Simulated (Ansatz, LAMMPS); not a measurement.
# Amorphous 37HfO2-63TiO2 (mol %) (90 atoms): geometry optimisation, part 2 of 3

How does amorphous 37HfO2-63TiO2 (mol %) (90 atoms) relax, and what do bonds, charges and levels look like afterwards?

Ansatz 0.2.0; Kohn-Sham DFT, PBE, PAW (set soft_2), plane waves.

The cell: 11 Hf, 19 Ti and 60 O. The quench rate of 200 K/ps far exceeds what a furnace or splat quench reaches. The network of bonds at the start is that of the classical potential that made the cell. The Brillouin zone is sampled at Γ only, in a cell whose shortest periodic width is 11 Å. No spin–orbit coupling is included.

So far. Step 3 (Single point at the start): Neighbours are counted within 2.64 Å (O-Ti), 2.82 Å (O-Hf).

### 4. Relaxation

With the cell held, the atoms are moved downhill towards a nearby minimum.

Contents of input.yaml:

```yaml
crystal:
  lattice:
    - [10.61811, 0.0, 0.0]
    - [0.0, 10.61811, 0.0]
    - [0.0, 0.0, 10.61811]
  atoms:
    [... the 90 atom lines of step 3 ...]
kpoints:
  mp_grid: { grid: [1, 1, 1] }
hamiltonian:
  xc: pbe
scf:
  occupations: { method: fixed }
output:
  forces: true
relax:
  f_tol: 0.03
  max_steps: 200
```

Started as:

```bash
$ ansatz run input.yaml --threads 4 --pin off --max-ram 8192MiB --backend cpu --events-out ev --progress --plain --runs-dir out
```

Numbers of over 12 decimals in the logs are rounded to 6 here.

The program printed:

```text
[...]
Crystal: 90 atoms, lattice volume = 1197.131 Å³
Basis set: ecut = 420 eV, 23439 PW (Γ), exchange–correlation on 144×144×144 points (8 copies of the dense FFT grid, shifted against one another)
Bands: 527, of which v1, the nominal top of the filled ones, is band 437 counted from 1 (436 counted from 0)
Symmetry: 1 space group operations
[...]
k-points: 1
[...]
SCF iter   1: F=—  HF=-254599.594947 eV  |F-HF|=—  |Δ(HF+E_count)|=         —  Δρ=4.54e-3  dr2=3.22e-1  ethr=1.77e-3  ⟨swp⟩=3.0  Hψ=1532  notcnv=0  defer=80
[...]
SCF iter   8: F=-254599.585095 eV  HF=-254599.585095 eV  |F-HF|=7.68e-7  |Δ(HF+E_count)|=   1.63e-5  Δρ=3.01e-5  dr2=1.44e-5  ethr=2.57e-9  ⟨swp⟩=4.0  Hψ=1569  notcnv=0
SCF 1 converged in 8 iterations: F = -254599.585095 eV  dr2 = 1.44e-5
[...]
relax step   1: F+E_penalty+E_count = -254599.58509533 eV  Δ(F+E_penalty+E_count) = +0.000e0 eV  max|allowed force component| = 2.331e0 eV/Å  Δτ_max = 0.0000 Å  (8 SCF iters, dr2 threshold 2.25e-5 eV, accepted)
[...]
relax step   2: F+E_penalty+E_count = -254601.73882200 eV  Δ(F+E_penalty+E_count) = -2.154e0 eV  max|allowed force component| = 9.945e-1 eV/Å  Δτ_max = 0.1565 Å  (8 SCF iters, dr2 threshold 1.00e-4 eV, accepted)
[...]
relax step   3: F+E_penalty+E_count = -254602.36479835 eV  Δ(F+E_penalty+E_count) = -6.260e-1 eV  max|allowed force component| = 5.636e-1 eV/Å  Δτ_max = 0.1019 Å  (8 SCF iters, dr2 threshold 6.18e-5 eV, accepted)
relax step   4: F+E_penalty+E_count = -254602.73826402 eV  Δ(F+E_penalty+E_count) = -3.735e-1 eV  max|allowed force component| = 8.081e-1 eV/Å  Δτ_max = 0.1618 Å  (8 SCF iters, dr2 threshold 5.78e-5 eV, accepted)
relax step   5: F+E_penalty+E_count = -254602.88186743 eV  Δ(F+E_penalty+E_count) = -1.436e-1 eV  max|allowed force component| = 3.051e-1 eV/Å  Δτ_max = 0.0609 Å  (6 SCF iters, dr2 threshold 1.00e-4 eV, accepted)
relax step   6: F+E_penalty+E_count = -254602.90133852 eV  Δ(F+E_penalty+E_count) = -1.947e-2 eV  max|allowed force component| = 1.878e-1 eV/Å  Δτ_max = 0.2000 Å  (9 SCF iters, dr2 threshold 1.33e-5 eV, accepted)
relax step   7: F+E_penalty+E_count = -254602.93902119 eV  Δ(F+E_penalty+E_count) = -3.768e-2 eV  max|allowed force component| = 8.539e-2 eV/Å  Δτ_max = 0.0634 Å  (8 SCF iters, dr2 threshold 5.03e-6 eV, accepted)
relax step   8: F+E_penalty+E_count = -254602.91267722 eV  Δ(F+E_penalty+E_count) = +2.634e-2 eV  max|allowed force component| = 2.218e-1 eV/Å  Δτ_max = 0.1230 Å  (9 SCF iters, dr2 threshold 1.51e-6 eV, rejected (line search))
relax step   9: F+E_penalty+E_count = -254602.94400623 eV  Δ(F+E_penalty+E_count) = -4.985e-3 eV  max|allowed force component| = 6.100e-2 eV/Å  Δτ_max = 0.0355 Å  (12 SCF iters, accepted)
[...]
relax step  10: F+E_penalty+E_count = -254602.94672427 eV  Δ(F+E_penalty+E_count) = -2.718e-3 eV  max|allowed force component| = 2.847e-2 eV/Å  Δτ_max = 0.0271 Å  (9 SCF iters, accepted)
SCF converged after 9 iterations
Free energy (F): -254602.946724 eV
[...]
Internal energy: -254602.946724 eV  (E = F + TS)
E sigma→0 (E₀):  -254602.946724 eV
Fermi energy:    7.621112 eV
[...]
--- Forces (eV/Å), atoms counted from 1 ---
  atom   1  Hf    -0.01210784     0.00985985    -0.00198129
  atom   2  Hf     0.01669472    -0.00776280    -0.02021762
  atom   3  Hf    -0.00440751     0.00013947     0.02153006
  atom   4  Hf     0.01145474    -0.00667258     0.01153590
  atom   5  Hf    -0.01262333    -0.00109019    -0.01138699
  atom   6  Hf    -0.02512681    -0.01250155    -0.02436223
  atom   7  Hf     0.01016829     0.01309356     0.00617447
  atom   8  Hf     0.01015501     0.01400268     0.01962986
  atom   9  Hf    -0.01168732    -0.01169906    -0.00436312
  atom  10  Hf     0.00285933    -0.00125338     0.00322048
  atom  11  Hf     0.00531916    -0.00486311     0.00401748
  atom  12  Ti     0.00314365    -0.00722871    -0.00482574
  atom  13  Ti    -0.00809363     0.00631126    -0.00827049
  atom  14  Ti     0.01645286     0.00694625     0.01296512
[...]
atom  89  O     -0.00445723     0.00101577     0.00360030
  atom  90  O      0.00457512     0.00922409     0.00486861
  max |Σ_I F_I| component: 1.43e-4 eV/Å
--- Relaxed structure (10 steps of the walk, 9 accepted, 0 SCFs on fresh bases) ---
  F+E_penalty+E_count = -254602.94672427 eV   max|allowed force component| = 2.847e-2 eV/Å
  atoms:
    - { symbol: Hf, position: [0.510606, 0.852845, 0.356684] }
    - { symbol: Hf, position: [0.084702, 0.969576, 0.211933] }
    - { symbol: Hf, position: [0.379942, 0.696532, 0.824794] }
    - { symbol: Hf, position: [0.421011, 0.179168, 0.516887] }
[...]
- { symbol: O, position: [0.663419, 0.522807, 0.602764] }
```

The job ended after 2.5 min (4 threads of Arm Neoverse V2, shared host; peak memory 1.8 GiB).

Step by step:

```tsv
step	energy less that of the first step (eV)	largest force component (eV/Å)
1	0.0000	2.3306
2	-2.1537	0.9945
3	-2.7797	0.5636
4	-3.1532	0.8081
5	-3.2968	0.3051
6	-3.3162	0.1878
7	-3.3539	0.0854
8	-3.3276	0.2218
9	-3.3589	0.0610
10	-3.3616	0.0285
```

Relaxation step 8 was tried and not accepted.

The atoms that moved most (Å):

```tsv
atom	dx	dy	dz	length
O84	0.064	0.161	-0.429	0.463
O33	-0.214	0.134	-0.143	0.290
O55	0.281	0.021	0.045	0.285
O51	0.117	0.020	-0.231	0.259
Ti30	-0.186	-0.036	-0.176	0.259
Ti26	-0.237	-0.070	0.028	0.249
O43	-0.183	0.074	-0.131	0.237
O56	0.175	0.087	-0.130	0.234
```

The relaxation changed the energy by -37.4 meV/atom, and atoms moved by 0.15 Å r.m.s., 0.46 Å at most.

### 5. Structure statistics after relaxation

Bonds before and after, by the cutoffs listed below:

```tsv
pair	bonds before	bonds after	mean before (Å)	mean after (Å)	spread before (Å)	spread after (Å)
O-Ti	92	93	1.922	1.938	0.160	0.158
O-Hf	70	72	2.183	2.174	0.110	0.148
```

Density 5.32 g/cm³, 13.30 Å³ an atom.

Pair distribution functions g(r), in bins of 0.2 Å:

```tsv
r (Å)	total	O-O	O-Ti	O-Hf	Ti-Ti	Ti-Hf	Hf-Hf
1.70	0.53	0.00	1.85	0.00	0.00	0.00	0.00
1.90	1.96	0.00	6.63	0.56	0.00	0.00	0.00
2.10	1.66	0.00	1.62	7.39	0.00	0.00	0.00
2.30	0.52	0.05	0.25	2.62	0.00	0.00	0.00
2.50	0.46	0.78	0.20	0.35	0.00	0.00	0.00
2.70	1.15	2.50	0.00	0.21	0.00	0.00	0.00
2.90	1.23	2.57	0.20	0.00	0.30	0.26	0.00
3.10	1.13	1.99	0.47	0.08	0.00	1.85	0.00
3.30	0.95	1.03	0.69	0.52	1.42	2.29	2.16
3.50	0.81	0.55	0.60	0.35	4.12	2.25	2.59
3.70	0.94	0.66	1.10	0.48	1.97	3.18	0.58
3.90	1.06	0.80	1.37	1.13	0.53	1.22	3.62
4.10	0.93	0.72	1.22	1.12	0.61	0.41	2.80
4.30	1.05	0.65	1.46	1.75	0.86	0.49	0.00
4.50	1.15	0.62	1.66	2.02	0.66	0.79	0.39
4.70	1.02	0.77	1.17	1.77	0.95	0.41	0.00
4.90	1.04	1.21	0.89	1.14	0.44	0.58	0.65
5.10	0.99	1.15	0.88	0.64	1.41	0.88	1.20
```

Bonds by pair of elements; cutoffs follow the first minimum of g(r), held within bounds set by covalent radii, and pairs that aren't listed don't count as bonded:

```tsv
pair A-B	cutoff (Å)	bonds	mean length (Å)	spread (Å)	shortest (Å)	B about A	A about B
O-Ti	2.64	93	1.94	0.158	1.77	1.55	4.89
O-Hf	2.88	72	2.17	0.148	1.95	1.2	6.54
```

How many atoms have how many bonded neighbours:

```tsv
element	mean	2	3	4	5	6	7
Hf	6.54	0	0	0	0	5	6
O	2.75	20	35	5	0	0	0
Ti	4.89	0	0	5	11	3	0
```

Bond angles (no mean is given where the spread exceeds 20°):

```tsv
angle	count	mean (°)	spread (°)
O-Hf-O	201	-	-
O-Ti-O	185	-	-
Hf-O-Ti	87	114	18.3
Ti-O-Ti	38	132	19.3
Hf-O-Hf	30	-	-
```

Bond length by coordination (bonds to H left out):

```tsv
element	coordination	atoms	mean bond length (Å)
Hf	6	5	2.12
Hf	7	6	2.21
O	2	20	1.86
O	3	35	2.08
O	4	5	2.22
Ti	4	5	1.84
Ti	5	11	1.95
Ti	6	3	2.02
```

For some of the pairs, g(r) has its first main peak near 2.8 Å (O-O), 1.9 Å (O-Ti), 2.1 Å (O-Hf) and 3.5 Å (Ti-Ti). With the cutoffs above, 55 % of Hf atoms have 7, 58 % of O atoms have 3 and 58 % of Ti atoms have 5 bonded neighbours.

(Continued in part 3 of 3.)

[Logs are printed without paths, hosts, clocks, repeated set-up lines and the standing remarks that a program may print on its own settings, such as how far it seeks lower states.]

[Hosts, paths, dates, database ids (printed as entryN), source tags and the programs' standing remarks are cut or masked in the printed files.]
